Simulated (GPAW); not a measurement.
# Geometry or basis: what sets the conductance of butadiene-1,4-dithiol between two Ir chains, part 2 of 2

How well does butadiene-1,4-dithiol between two Ir chains conduct once its atoms have relaxed, and how much do cheaper levels lose?

GPAW 26.7.0; GPAW LCAO, PAW setups; relaxation of the junction within the symmetry of its start, lead ends held (the session's first sound run).

So far, transmission at the Fermi level (one spin): step 3 (GPAW, dzp, PBE, GPAW) 0.286; step 4 (basis szp(dzp), PBE, GPAW) 0.429; step 5 (basis sz(dzp), PBE, GPAW) 0.570; step 6 (LDA) 0.291; step 7 (without the relaxation: geometry = "as built", PBE, GPAW) 0.639.

### 8. The ladder

Times are for 1 thread of Arm Neoverse V2, shared host. The series side by side:

| no. | run | conductance (G₀) | time | memory (GiB) |
| --- | --- | --- | --- | --- |
| 1 | dzp | 0.2711 | 4.3 min | 1.8 |
| 2 | szp | 0.3948 | 2.1 min | 1.8 |
| 3 | sz | 0.5328 | 1.8 min | 1.7 |
| 4 | dzp LDA | 0.2692 | 3.8 min | 1.8 |
| 5 | asbuilt | 0.5986 | 4.4 min | 1.8 |

### 9. Comparison

The curves are compared point by point over the common energies.

This step: comparison of transmission and cost over codes, levels and geometry (GPAW 26.7.0).

Ladder, by row:

| step | code | T at the Fermi level (sum over the listed spins) | conductance (G0) | r.m.s. T(E) from the first | wall time (s) | peak memory (GiB) | threads |
| --- | --- | --- | --- | --- | --- | --- | --- |
| dzp | GPAW | 0.2858 | 0.2711 | 0 | 255.7 | 1.82 | 1 |
| szp | GPAW | 0.4287 | 0.3948 | 0.1648 | 127.8 | 1.75 | 1 |
| sz | GPAW | 0.57 | 0.5328 | 0.1936 | 109.4 | 1.69 | 1 |
| dzp-LDA | GPAW | 0.2909 | 0.2692 | 0.03086 | 226.8 | 1.82 | 1 |
| asbuilt | GPAW | 0.6387 | 0.5986 | 0.3854 | 262.6 | 1.82 | 1 |

The transmission, zone mean, sum over the listed spins by energy, zero at the Fermi level:

| energy (eV) | dzp | szp | sz | dzp-LDA | asbuilt |
| --- | --- | --- | --- | --- | --- |
| -2.000 | 0.0334 | 0.0352 | 0.235 | 0.0367 | 0.236 |
| -1.975 | 0.0341 | 0.0567 | 0.934 | 0.0367 | 0.212 |
| -1.925 | 0.0387 | 0.997 | 0.156 | 0.0413 | 0.176 |
| -1.825 | 1.00 | 0.0352 | 0.0400 | 1.01 | 0.133 |
| -1.800 | 0.281 | 0.0291 | 0.0355 | 0.273 | 0.126 |
| -1.600 | 0.0258 | 0.0162 | 0.0237 | 0.0264 | 0.113 |
| -1.400 | 0.0219 | 0.0161 | 0.0251 | 0.0214 | 0.313 |
| -1.200 | 0.112 | 0.0907 | 0.0889 | 0.104 | 0.826 |
| -1.000 | 0.221 | 0.228 | 0.171 | 0.212 | 0.764 |
| -0.800 | 0.955 | 0.993 | 0.664 | 0.946 | 0.845 |
| -0.775 | 0.996 | 0.982 | 0.771 | 0.995 | 0.857 |
| -0.700 | 0.782 | 0.667 | 0.999 | 0.783 | 0.900 |
| -0.600 | 0.435 | 0.367 | 0.716 | 0.427 | 0.950 |
| -0.400 | 0.222 | 0.215 | 0.356 | 0.214 | 0.996 |
| -0.200 | 0.288 | 0.314 | 0.428 | 0.277 | 0.974 |
| 0.000 | 0.286 | 0.429 | 0.570 | 0.291 | 0.639 |
| 0.075 | 0.355 | 0.451 | 0.594 | 0.294 | 0.0471 |
| 0.200 | 0.110 | 0.985 | 0.194 | 0.0835 | 0.884 |
| 0.275 | 0.938 | 0.0620 | 0.0205 | 0.885 | 0.288 |
| 0.400 | 0.0268 | 0.0101 | 0.00530 | 0.0331 | 0.0893 |
| 0.600 | 0.00598 | 0.00415 | 0.00279 | 0.00658 | 0.0367 |
| 0.800 | 0.00400 | 0.00349 | 0.00259 | 0.00429 | 0.0226 |
| 1.000 | 0.00390 | 0.00432 | 0.00356 | 0.00416 | 0.0181 |
| 1.200 | 0.00519 | 0.00709 | 0.00622 | 0.00553 | 0.0165 |
| 1.400 | 0.00800 | 0.0136 | 0.0119 | 0.00838 | 0.0160 |
| 1.600 | 0.0128 | 0.0318 | 0.0265 | 0.0132 | 0.0157 |
| 1.800 | 0.0173 | 0.0990 | 0.0770 | 0.0171 | 0.0122 |
| 2.000 | 0.0230 | 0.00658 | 0.00138 | 0.0613 | 1.2e-4 |

### 10. Density threshold 1e-06: conv = 1e-06

The Hamiltonian is taken from the last density. The density threshold is one of the tests that end the cycle; the energy must settle too, so a loose value may not be the test that decides.

This step: GPAW LCAO, PAW setups; Landauer transmission from Green's functions with principal layers (ASE), zero bias (GPAW 26.7.0).

Input file run.py:

```python
import json
import numpy as np
from ase import Atoms
from ase.transport.calculators import TransportCalculator
from gpaw import GPAW, FermiDirac
from gpaw.lcao.tools import get_lcao_hamiltonian
from scipy.linalg import eigh

# The junction with lead layers at both ends, along the third cell vector
device = Atoms(
    ['Ir', 'Ir', 'Ir', 'Ir', 'Ir', 'Ir', 'Ir', 'Ir', 'S', 'H', 'C', 'C', 'H', 'H', 'C', 'C', 'H', 'S', 'Ir', 'Ir', 'Ir', 'Ir', 'Ir', 'Ir', 'Ir', 'Ir'],
    positions=[
        [5.52442, 4.50000, 1.15000],
        [5.52442, 4.50000, 3.45000],
        [5.52442, 4.50000, 5.75000],
        [5.52442, 4.50000, 8.05000],
        [5.52442, 4.50000, 10.35000],
        [5.52442, 4.50000, 12.65000],
        [5.52442, 4.50000, 14.95000],
        [6.38200, 4.50000, 17.12501],
        [4.51725, 4.49999, 18.24191],
        [6.64721, 4.50000, 20.43398],
        [4.53738, 4.49999, 19.94728],
        [5.61347, 4.50000, 20.84556],
        [3.50236, 4.49999, 20.35742],
        [7.54647, 4.49999, 22.73200],
        [5.43537, 4.50000, 22.24385],
        [6.51146, 4.49999, 23.14213],
        [4.40162, 4.50000, 22.65543],
        [6.53159, 4.49999, 24.84750],
        [4.66684, 4.50000, 25.96440],
        [5.52442, 4.50000, 28.13941],
        [5.52442, 4.50000, 30.43941],
        [5.52442, 4.50000, 32.73941],
        [5.52442, 4.50000, 35.03941],
        [5.52442, 4.50000, 37.33941],
        [5.52442, 4.50000, 39.63941],
        [5.52442, 4.50000, 41.93941]],
    cell=[[11.04883, 0.0, 0.0], [0.0, 9.0, 0.0], [0.0, 0.0, 43.08941]],
    pbc=True)

# One principal layer of the lead: the first 5 atoms of the device
lead = Atoms(
    ['Ir', 'Ir', 'Ir', 'Ir', 'Ir'],
    positions=[
        [5.52442, 4.50000, 1.15000],
        [5.52442, 4.50000, 3.45000],
        [5.52442, 4.50000, 5.75000],
        [5.52442, 4.50000, 8.05000],
        [5.52442, 4.50000, 10.35000]],
    cell=[[11.04883, 0.0, 0.0], [0.0, 9.0, 0.0], [0.0, 0.0, 11.5]],
    pbc=True)

settings = dict(mode='lcao', basis='dzp', xc='PBE', h=0.2,
                occupations=FermiDirac(0.1), maxiter=250,
                mixer=dict(beta=0.1, nmaxold=8, weight=100.0),
                convergence=dict(density=1e-06))
energies = np.arange(-2, 2 + 1e-9, 0.025)
eta = 0.0001
n1, n2 = 1, 1
# k and -k transmit alike, so half of the mesh across the current serves
mesh = [(i, j) for i in range(n1) for j in range(n2) if (i, j) <= (-i % n1, -j % n2)]
weights = np.array([1 if (i, j) == (-i % n1, -j % n2) else 2 for i, j in mesh]) / (n1 * n2)

# [... helper functions left out ...]
fermi_lead = ground_state(lead, (1, 1, 10), 'lead.txt')
fermi_device = ground_state(device, (1, 1, 2), 'device.txt')
# [... loop over the mesh left out, but for ...]
        # Shift the lead onto the potential of the device's first layer
        shift = ((H[:, 0, 0] - H0[:, 0, 0]) / S0[0, 0]).real.mean()
# [...]
kT = 8.617333e-5 * 300
bias = [0.1, 0.2, 0.5, 1.0, 1.5, 2.0]
# [... integrals and printing left out ...]
```

Run with:

```sh
$ OMP_NUM_THREADS=1 OPENBLAS_NUM_THREADS=1 python run.py
```

It took 5.4 min on 1 thread of Arm Neoverse V2, shared host; peak memory 1.8 GiB.

Numbers from this step:

```
conductance                                 : 0.2728 G₀
largest misfit of the first principal layer : 0.1069 eV
shift that aligns the lead                  : -0.007179 eV
transmission at the Fermi level (one spin)  : 0.2923
```

One spin. The transmission, zone mean by energy, zero at the Fermi level:

| energy (eV) | transmission, zone mean |
| --- | --- |
| -2.000 | 0.0336 |
| -1.900 | 0.0481 |
| -1.825 | 1.000 |
| -1.800 | 0.288 |
| -1.700 | 0.0394 |
| -1.600 | 0.0259 |
| -1.500 | 0.0214 |
| -1.400 | 0.0219 |
| -1.300 | 0.0782 |
| -1.200 | 0.112 |
| -1.100 | 0.142 |
| -1.000 | 0.220 |
| -0.900 | 0.513 |
| -0.800 | 0.954 |
| -0.775 | 0.996 |
| -0.700 | 0.784 |
| -0.600 | 0.436 |
| -0.500 | 0.292 |
| -0.400 | 0.222 |
| -0.300 | 0.234 |
| -0.200 | 0.288 |
| -0.100 | 0.268 |
| 0.000 | 0.292 |
| 0.075 | 0.312 |
| 0.100 | 0.0532 |
| 0.200 | 0.109 |
| 0.275 | 0.945 |
| 0.300 | 0.343 |
| 0.400 | 0.0269 |
| 0.500 | 0.00997 |
| 0.600 | 0.00598 |
| 0.700 | 0.00456 |
| 0.800 | 0.00399 |
| 0.900 | 0.00376 |
| 1.000 | 0.00391 |
| 1.100 | 0.00438 |
| 1.200 | 0.00520 |
| 1.300 | 0.00639 |
| 1.400 | 0.00800 |
| 1.500 | 0.0101 |
| 1.600 | 0.0128 |
| 1.700 | 0.0157 |
| 1.800 | 0.0171 |
| 1.900 | 0.00882 |
| 2.000 | 0.0224 |

Not self-consistent under bias; the bias window is split evenly. Current through one cell, from the zero-bias transmission against bias:

| bias (V) | current through one cell, from the zero-bias transmission (μA) |
| --- | --- |
| 0.100 | 2.07 |
| 0.200 | 3.86 |
| 0.500 | 9.20 |
| 1.000 | 17.0 |
| 1.500 | 27.9 |
| 2.000 | 39.9 |

Table of transmission of the three most open eigenchannels by energy, zero at the Fermi level:

| energy (eV) | channel 1 | channel 2 | channel 3 |
| --- | --- | --- | --- |
| -2.000 | 0.0308 | 0.00277 | 4.6e-5 |
| -1.800 | 0.267 | 0.0211 | 5.1e-5 |
| -1.600 | 0.0141 | 0.0117 | 5.7e-5 |
| -1.400 | 0.0147 | 0.00710 | 6.6e-5 |
| -1.200 | 0.108 | 0.00357 | 1.2e-4 |
| -1.000 | 0.217 | 0.00309 | 1.5e-4 |
| -0.800 | 0.951 | 0.00226 | 1.4e-4 |
| -0.600 | 0.435 | 0.00123 | 1.4e-4 |
| -0.400 | 0.221 | 5.6e-4 | 1.5e-4 |
| -0.200 | 0.288 | 3.1e-4 | 1.5e-4 |
| 0.000 | 0.292 | 2.1e-4 | 5.6e-5 |
| 0.200 | 0.109 | 2.4e-4 | 6.0e-5 |
| 0.400 | 0.0266 | 2.7e-4 | 6.1e-5 |
| 0.600 | 0.00564 | 2.8e-4 | 5.5e-5 |
| 0.800 | 0.00370 | 2.7e-4 | 2.7e-5 |
| 1.000 | 0.00378 | 1.2e-4 | 8.4e-6 |
| 1.200 | 0.00494 | 1.5e-4 | 1.1e-4 |
| 1.400 | 0.00740 | 3.3e-4 | 2.7e-4 |
| 1.600 | 0.0116 | 7.9e-4 | 3.6e-4 |
| 1.800 | 0.0151 | 0.00162 | 4.3e-4 |
| 2.000 | 0.0224 | 1.1e-9 | 5.9e-10 |

The conductance, 0.273 G₀, lies 0.6 % above that of the dzp run.

### 11. What came out

```yaml
conductance: 0.271 G₀
transmission_at_the_fermi_level_mean_of_the_spins: 0.286
```

In words: In the dzp basis the junction conducts 0.271 G₀ at 300 K, with T = 0.286 a spin at the Fermi level; no smaller basis tried comes within 10 % of that conductance. Relaxation moved atoms by up to 1.0 Å and took the conductance from 0.599 to 0.271 G₀, as a ratio about as much as the step from dzp to the minimal basis. At the Fermi level one eigenchannel carries the current (0.29). Measured against the first run (dzp), the nearest curve is that of dzp-LDA (r.m.s. 0.031) and the farthest that of asbuilt (0.39). Over the compared runs wall time goes from 109 s (sz) to 263 s (asbuilt), on a shared host. The leads kept an estimated spacing and the cell its length, so the junction may be under some tension or compression. The geometry comes from the orbital basis, which tends to overbind, and kept the symmetry of the start, so a structure of lower symmetry may lie lower. The run had no spin polarisation, so a magnetic state, which chains and small molecules with open shells often have, wasn't tested. Spin-orbit coupling is left out, which matters for the heavy atoms here. Semilocal functionals put molecular levels too near the Fermi level, so such conductances usually come out too high, and chain electrodes have a sharper density of states than real ones. An evenly spaced straight chain is an idealisation: free chains tend to dimerise, zigzag or, where a band edge lies near the Fermi level, turn magnetic. The currents use the zero-bias T(E) throughout, which holds only while the bias is small against the distance to the nearest feature. Within about eight thermal energies of the Fermi level ln T(E) bends sharply from one computed energy to the next, or the lead's channel count changes, so the thermal averages, above all the thermopower, rest on an interpolation that may be rough.

[Logs are printed without paths, hosts, clocks, repeated set-up lines and the standing remarks that a program may print on its own settings, such as how far it seeks lower states.]

[Hosts, paths, dates, database ids (printed as entryN), source tags and the programs' standing remarks are cut or masked in the printed files.]
